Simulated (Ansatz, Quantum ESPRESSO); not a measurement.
# Band edges of 1T-HfO2, 1 layer under strain, part 2 of 2

Wanted: deformation of the bands of 1T-HfO2, 1 layer, driven from Python.

Quantum ESPRESSO 7.5; plane-wave DFT, PBE, GBRV ultrasoft pseudopotentials; geometry by Ansatz 0.2.0 with PAW datasets.

So far: Starting point; Geometry from Ansatz.

## (3) The script

Under ESM bc1 levels count from the vacuum, or from the mean of the two vacuum levels where the sheet has a dipole, so band edges at unlike strains can be compared.

Level of this step: plane-wave DFT, PBE, GBRV ultrasoft pseudopotentials (Quantum ESPRESSO 7.5).

The input, run.py:

```python
import json
import numpy as np
from ase import Atoms
from ase.calculators.espresso import Espresso, EspressoProfile

profile = EspressoProfile(command='mpirun -n 2 pw.x -nk 2', pseudo_dir='../pseudo')
pseudopotentials = {'Hf': 'hf_pbe_v1.uspp.F.UPF', 'O': 'o_pbe_v1.2.uspp.F.UPF'}
system = {'ecutwfc': 40, 'ecutrho': 200, 'occupations': 'smearing', 'smearing': 'fd', 'degauss': 0.002}


def calculator(name, kpts, **extra):
    data = dict(control=dict(tprnfor=True, verbosity='high', disk_io='none'),
                system=system | extra,
                electrons=dict(conv_thr=1e-09, mixing_beta=0.4, mixing_mode='plain',
                               electron_maxstep=100))
    return Espresso(profile=profile, directory=name, pseudopotentials=pseudopotentials, kpts=kpts, input_data=data)


def centre(atoms):
    z = atoms.positions[:, 2]
    atoms.positions[:, 2] -= (z.max() + z.min()) / 2  # ESM wants the slab about z = 0
    return atoms

sheet = Atoms(
    ['O', 'Hf', 'O'],
    scaled_positions=[
        [0.6666666667, 0.3333333333, 0.4446230852],
        [0.0000000000, 0.0000000000, 0.4999999815],
        [0.3333333333, 0.6666666667, 0.5553769332]],
    cell=[
        [3.251495808946, 0.000000000000, 0.000000000000],
        [-1.625747904473, 2.815877970846, 0.000000000000],
        [0.000000000000, 0.000000000000, 17.518590875900]],
    pbc=True)

rows = []
for strain in [-0.03, -0.015, 0.0, 0.015, 0.03]:
    atoms = sheet.copy()
    atoms.set_cell(sheet.cell.array * [[1 + strain], [1 + strain], [1]], scale_atoms=True)
    atoms = centre(atoms)
    atoms.calc = calculator(f's{strain:+.3f}', (12, 12, 1), assume_isolated='esm', esm_bc='bc1', nbnd=16)
    energy = atoms.get_potential_energy()
    levels = np.array([atoms.calc.get_eigenvalues(kpt=i) for i in range(len(atoms.calc.get_ibz_k_points()))])
    top, bottom = levels[:, 11].max(), levels[:, 12].min()
    direct = (levels[:, 12] - levels[:, 11]).min()
    rows.append([strain, energy, top, bottom, direct])
    print(f'strain {strain:+.3f}: E = {energy:.5f} eV, valence top {top:.3f}, conduction bottom {bottom:.3f}, '
          f'gap {bottom - top:.3f}, least direct gap {direct:.3f} eV')

x, energy, top, bottom, direct = np.array(rows).T
area = np.linalg.norm(np.cross(*sheet.cell[:2]))
stiffness = np.polyfit(x, energy, 2)[0] / area * 16.0218  # C11 + C12, heights clamped
print(f'valence and conduction edges move by {np.polyfit(x, top, 1)[0]:.2f} and {np.polyfit(x, bottom, 1)[0]:.2f} eV per unit biaxial strain')
print(f'C11 + C12 with clamped heights: {stiffness:.1f} N/m')
json.dump(dict(rows=rows, stiffness=stiffness), open('result.json', 'w'))
```

Launch:

```console
$ OMP_NUM_THREADS=1 python run.py
```

What it wrote:

```text
strain -0.030: E = -3047.54269 eV, valence top -8.010, conduction bottom -2.903, gap 5.107, least direct gap 5.381 eV
strain -0.015: E = -3047.64627 eV, valence top -7.951, conduction bottom -2.952, gap 4.999, least direct gap 5.251 eV
strain +0.000: E = -3047.67220 eV, valence top -7.891, conduction bottom -3.009, gap 4.881, least direct gap 5.113 eV
strain +0.015: E = -3047.62968 eV, valence top -7.828, conduction bottom -3.074, gap 4.754, least direct gap 4.967 eV
strain +0.030: E = -3047.52638 eV, valence top -7.763, conduction bottom -3.144, gap 4.619, least direct gap 4.816 eV
valence and conduction edges move by 4.11 and -4.02 eV per unit biaxial strain
C11 + C12 with clamped heights: 267.9 N/m
```

The job ended after 7.9 min (2 MPI ranks of Arm Neoverse N1, shared host; peak memory 0.5 GiB; 15 min of CPU time).

The input that ASE wrote for the first run, and its log:

```
&CONTROL
   verbosity        = 'high'
   tprnfor          = .true.
   disk_io          = 'none'
   pseudo_dir       = '../pseudo'
/
&SYSTEM
   nbnd             = 16
   ecutwfc          = 40
   ecutrho          = 200
   occupations      = 'smearing'
   degauss          = 0.002
   smearing         = 'fd'
   assume_isolated  = 'esm'
   esm_bc           = 'bc1'
   ntyp             = 2
   nat              = 3
   ibrav            = 0
/
&ELECTRONS
   electron_maxstep = 100
   conv_thr         = 1e-09
   mixing_mode      = 'plain'
   mixing_beta      = 0.4
/
&IONS
/
&CELL
/
&FCP
/
&RISM
/
ATOMIC_SPECIES
O 15.999 o_pbe_v1.2.uspp.F.UPF
Hf 178.49 hf_pbe_v1.uspp.F.UPF

K_POINTS automatic
12 12 1  0 0 0

CELL_PARAMETERS angstrom
3.15395093467762 0.00000000000000 0.00000000000000
-1.57697546733881 2.73140163172062 0.00000000000000
0.00000000000000 0.00000000000000 17.51859087590000

ATOMIC_POSITIONS angstrom
O 1.5769754675 0.9104672105 -0.9701256755  
Hf 0.0000000000 0.0000000000 -0.0000004853  
O -0.0000000002 1.8209344212 0.9701256755
```

```text
Program PWSCF v.7.5 starts
[citation notice left out]

     Parallel version (MPI & OpenMP), running on       2 processor cores
     Number of MPI processes:                 2
     Threads/MPI process:                     1

     MPI processes distributed on     1 nodes
[... 1 line left out ...]

Warning: card &CELL ignored
Warning: card &FCP ignored
Warning: card &RISM ignored

     Current dimensions of program PWSCF are:
     Max number of different atomic species (ntypx) = 10
     Max number of k-points (npk) =  40000
     Max angular momentum in pseudopotentials (lmaxx) =  4
     Message from routine setup:
     using ibrav=0 with symmetry is DISCOURAGED, use correct ibrav instead

     K-points division:     npool     =       2
     Subspace diagonalization in iterative solution of the eigenvalue problem:
     a serial algorithm will be used

     G-vector sticks info
     --------------------
     sticks:   dense  smooth     PW     G-vecs:    dense   smooth      PW
     Sum         499     379    121                48815    34639    5991

     Using Slab Decomposition

     bravais-lattice index     =            0
     lattice parameter (alat)  =       5.9601  a.u.
     unit-cell volume          =    1018.4419 (a.u.)^3
     number of atoms/cell      =            3
     number of atomic types    =            2
     number of electrons       =        24.00
     number of Kohn-Sham states=           16
     kinetic-energy cutoff     =      40.0000  Ry
     charge density cutoff     =     200.0000  Ry
     scf convergence threshold =      1.0E-09
     mixing beta               =       0.4000
     number of iterations used =            8  plain     mixing
     Exchange-correlation= SLA  PW   PBE  PBE
                           (   1   4   3   4   0   0   0)

     Effective Screening Medium Method
     =================================
     Boundary Conditions: Vacuum-Slab-Vacuum
     total charge in unit cell        =   0.0000
     grid points for fit at edges     =        4

[... 10 lines left out ...]
     PseudoPot. # 1 for O  read from file:
     ../pseudo/o_pbe_v1.2.uspp.F.UPF
     Pseudo is Ultrasoft + core correction, Zval =  6.0
     Generated by new atomic code, or converted to UPF format
     Using radial grid of  737 points,  5 beta functions with:
                l(1) =   0
                l(2) =   0
                l(3) =   1
                l(4) =   1
                l(5) =   2
     Q(r) pseudized with  8 coefficients,  rinner =    0.900   0.900   0.900
                                                       0.900   0.900

     PseudoPot. # 2 for Hf read from file:
     ../pseudo/hf_pbe_v1.uspp.F.UPF
     Pseudo is Ultrasoft + core correction, Zval = 12.0
     Generated by new atomic code, or converted to UPF format
     Using radial grid of  921 points,  8 beta functions with:
                l(1) =   0
                l(2) =   0
                l(3) =   0
[... 635 lines left out ...]

     End of self-consistent calculation

          k = 0.0000 0.0000 0.0000 (  4261 PWs)   bands (ev):

   -67.6681 -36.6518 -36.1015 -36.1015 -25.2365 -23.1270 -11.7129 -11.7129
   -11.4602  -8.7315  -8.2087  -8.2087  -2.4785  -2.4785  -1.9887  -1.0220

     occupation numbers
     1.0000   1.0000   1.0000   1.0000   1.0000   1.0000   1.0000   1.0000
     1.0000   1.0000   1.0000   1.0000   0.0000   0.0000   0.0000   0.0000

[... 108 lines left out ...]

     the Fermi energy is    -5.6269 ev

!    total energy              =    -223.99027558 Ry
     estimated scf accuracy    <          8.3E-10 Ry
     smearing contrib. (-TS)   =       0.00000000 Ry
     internal energy E=F+TS    =    -223.99027558 Ry

     The total energy is F=E-TS. E is the sum of the following terms:
     one-electron contribution =     393.41582964 Ry
     hartree contribution      =    -198.87052631 Ry
     xc contribution           =     -90.61947014 Ry
     ewald contribution        =    -327.91610878 Ry

     convergence has been achieved in  29 iterations

     negative rho (up, down):  1.092E-01 0.000E+00

     Forces acting on atoms (cartesian axes, Ry/au):

     atom    1 type  1   force =     0.00000000    0.00000000   -0.03042873
     atom    2 type  2   force =     0.00000000   -0.00000000    0.00000000
     atom    3 type  1   force =     0.00000000    0.00000000    0.03042873
     The non-local contrib.  to forces
     atom    1 type  1   force =    -0.00000000   -0.00000000    0.71710779
     atom    2 type  2   force =     0.00000000   -0.00000000    0.00000000
     atom    3 type  1   force =     0.00000000    0.00000000   -0.71710779
     The ionic contribution  to forces
     atom    1 type  1   force =    -0.00000000    0.00000000  -36.59627257
     atom    2 type  2   force =    -0.00000000   -0.00000000   -0.00001272
     atom    3 type  1   force =     0.00000000   -0.00000000   36.59628529
     The local contribution  to forces
     atom    1 type  1   force =    -0.00000001    0.00000000   35.85086283
     atom    2 type  2   force =     0.00000000    0.00000000    0.00006658
     atom    3 type  1   force =     0.00000001   -0.00000000  -35.85085827
     The core correction contribution to forces
     atom    1 type  1   force =    -0.00000000    0.00000000   -0.00213058
     atom    2 type  2   force =    -0.00000000    0.00000000   -0.00000334
     atom    3 type  1   force =     0.00000000   -0.00000000    0.00213058
     The Hubbard contrib.    to forces
     atom    1 type  1   force =     0.00000000    0.00000000    0.00000000
     atom    2 type  2   force =     0.00000000    0.00000000    0.00000000
     atom    3 type  1   force =     0.00000000    0.00000000    0.00000000
     The SCF correction term to forces
     atom    1 type  1   force =     0.00000000   -0.00000000    0.00001243
     atom    2 type  2   force =     0.00000000   -0.00000000    0.00000000
     atom    3 type  1   force =    -0.00000000    0.00000000   -0.00001243

     Total force =     0.043033     Total SCF correction =     0.000018
     Message from routine punch:
     Nothing written, as per user request (disk_io='none')

[... 1 line left out ...]

[... 1 line left out ...]

[... 1 line left out ...]

[... 3 lines left out ...]

[... 1 line left out ...]

[... 2 lines left out ...]

[... 1 line left out ...]

[... 1 line left out ...]

=------------------------------------------------------------------------------=
   JOB DONE.
=------------------------------------------------------------------------------=
```

This step gave:

```
biaxial stiffness : 267.9 N/m
```

The band edge from the vacuum level by biaxial strain:

```tsv
biaxial strain (%)	valence top (eV)	conduction bottom (eV)
-3.00	-8.01	-2.90
-1.50	-7.95	-2.95
0.00	-7.89	-3.01
1.50	-7.83	-3.07
3.00	-7.76	-3.14
```

Table of gap by biaxial strain:

```tsv
biaxial strain (%)	on the mesh (eV)	least direct (eV)
-3.00	5.11	5.38
-1.50	5.00	5.25
0.00	4.88	5.11
1.50	4.75	4.97
3.00	4.62	4.82
```

Table of energy over the lowest by biaxial strain:

```tsv
biaxial strain (%)	energy over the lowest (meV)
-3.00	130
-1.50	25.9
0.00	0
1.50	42.5
3.00	146
```

## (4) Running the series: PBE, SG15 norm-conserving

Level of this step: plane-wave DFT, PBE, SG15 norm-conserving pseudopotentials (Quantum ESPRESSO 7.5).

run.py, as its differences from the input of step 3:

```diff
@@ -6,4 +6,4 @@
 profile = EspressoProfile(command='mpirun -n 2 pw.x -nk 2', pseudo_dir='../pseudo')
-pseudopotentials = {'Hf': 'hf_pbe_v1.uspp.F.UPF', 'O': 'o_pbe_v1.2.uspp.F.UPF'}
-system = {'ecutwfc': 40, 'ecutrho': 200, 'occupations': 'smearing', 'smearing': 'fd', 'degauss': 0.002}
+pseudopotentials = {'Hf': 'Hf_ONCV_PBE-1.2.upf', 'O': 'O_ONCV_PBE-1.2.upf'}
+system = {'ecutwfc': 60, 'ecutrho': 240, 'occupations': 'smearing', 'smearing': 'fd', 'degauss': 0.002}
 
@@ -40,7 +40,7 @@
     atoms = centre(atoms)
-    atoms.calc = calculator(f's{strain:+.3f}', (12, 12, 1), assume_isolated='esm', esm_bc='bc1', nbnd=16)
+    atoms.calc = calculator(f's{strain:+.3f}', (12, 12, 1), assume_isolated='esm', esm_bc='bc1', nbnd=23)
     energy = atoms.get_potential_energy()
     levels = np.array([atoms.calc.get_eigenvalues(kpt=i) for i in range(len(atoms.calc.get_ibz_k_points()))])
-    top, bottom = levels[:, 11].max(), levels[:, 12].min()
-    direct = (levels[:, 12] - levels[:, 11]).min()
+    top, bottom = levels[:, 18].max(), levels[:, 19].min()
+    direct = (levels[:, 19] - levels[:, 18]).min()
     rows.append([strain, energy, top, bottom, direct])
```

Launch:

```console
$ OMP_NUM_THREADS=1 python run.py
```

What it wrote:

```text
strain -0.030: E = -6962.18712 eV, valence top -7.978, conduction bottom -2.983, gap 4.995, least direct gap 5.281 eV
strain -0.015: E = -6962.29775 eV, valence top -7.927, conduction bottom -3.030, gap 4.897, least direct gap 5.160 eV
strain +0.000: E = -6962.33365 eV, valence top -7.872, conduction bottom -3.084, gap 4.788, least direct gap 5.027 eV
strain +0.015: E = -6962.29637 eV, valence top -7.812, conduction bottom -3.147, gap 4.666, least direct gap 4.888 eV
strain +0.030: E = -6962.19880 eV, valence top -7.750, conduction bottom -3.215, gap 4.536, least direct gap 4.743 eV
valence and conduction edges move by 3.80 and -3.86 eV per unit biaxial strain
C11 + C12 with clamped heights: 272.0 N/m
```

It took 27 min on 2 MPI ranks; peak memory 0.29 GiB; 55 min of CPU time.

Numbers from this step:

| Quantity | Value |
| --- | --- |
| biaxial stiffness | 272.0 N/m |

Band edge from the vacuum level against biaxial strain:

```tsv
biaxial strain (%)	valence top (eV)	conduction bottom (eV)
-3.00	-7.98	-2.98
-1.50	-7.93	-3.03
0.00	-7.87	-3.08
1.50	-7.81	-3.15
3.00	-7.75	-3.21
```

Table of gap by biaxial strain:

```tsv
biaxial strain (%)	on the mesh (eV)	least direct (eV)
-3.00	4.99	5.28
-1.50	4.90	5.16
0.00	4.79	5.03
1.50	4.67	4.89
3.00	4.54	4.74
```

Table of energy over the lowest by biaxial strain:

```tsv
biaxial strain (%)	energy over the lowest (meV)
-3.00	147
-1.50	35.9
0.00	0
1.50	37.3
3.00	135
```

## (5) By hand

Under equal strain ε in the plane, E = A (C11 + C12) ε². From the points at ±1.5 %: d²E/dε² = (25.93 + 42.52 − 2 × 0.00) meV / 0.015² = 304 eV, and 304/(2 × 9.156 Å²) × 16.02 = 266 N/m.

## (6) Summary of results

```
C11 + C12, heights clamped, PBE, GBRV ultrasoft                                   : 268 N/m
gap on the mesh at zero strain, PBE, GBRV ultrasoft                               : 4.88 eV
valence top below the vacuum at zero strain, PBE, GBRV ultrasoft                  : 7.89 eV
shift of the valence top per unit biaxial strain, PBE, GBRV ultrasoft             : 4.1 eV
shift of the conduction bottom per unit biaxial strain, PBE, GBRV ultrasoft       : -4.0 eV
C11 + C12, heights clamped, PBE, SG15 norm-conserving                             : 272 N/m
gap on the mesh at zero strain, PBE, SG15 norm-conserving                         : 4.79 eV
valence top below the vacuum at zero strain, PBE, SG15 norm-conserving            : 7.87 eV
shift of the valence top per unit biaxial strain, PBE, SG15 norm-conserving       : 3.8 eV
shift of the conduction bottom per unit biaxial strain, PBE, SG15 norm-conserving : -3.9 eV
```

The sheet's biaxial stiffness comes to 268 N/m and its gap at zero strain to 4.88 eV (PBE, GBRV ultrasoft). From −3 % to +3 % the gap on the mesh goes from 5.11 to 4.62 eV; it is indirect at every strain. Heights are clamped under strain, which makes a sheet with several atomic planes too stiff. Semilocal gaps are too small. Spin-orbit coupling is left out; depending on the atoms that carry the levels of interest, it can split and shift them by tenths of an eV to an eV or more.

[Logs are printed without paths, hosts, clocks, repeated set-up lines and the standing remarks that a program may print on its own settings, such as how far it seeks lower states.]

[Hosts, paths, dates, database ids (printed as entryN), source tags and the programs' standing remarks are cut or masked in the printed files.]

[Maps of the electrostatic potential energy from Ansatz leave out the sawtooth potential of an applied field or a dipole correction, so their vacuum need not be flat; planar profiles and work functions include it.]
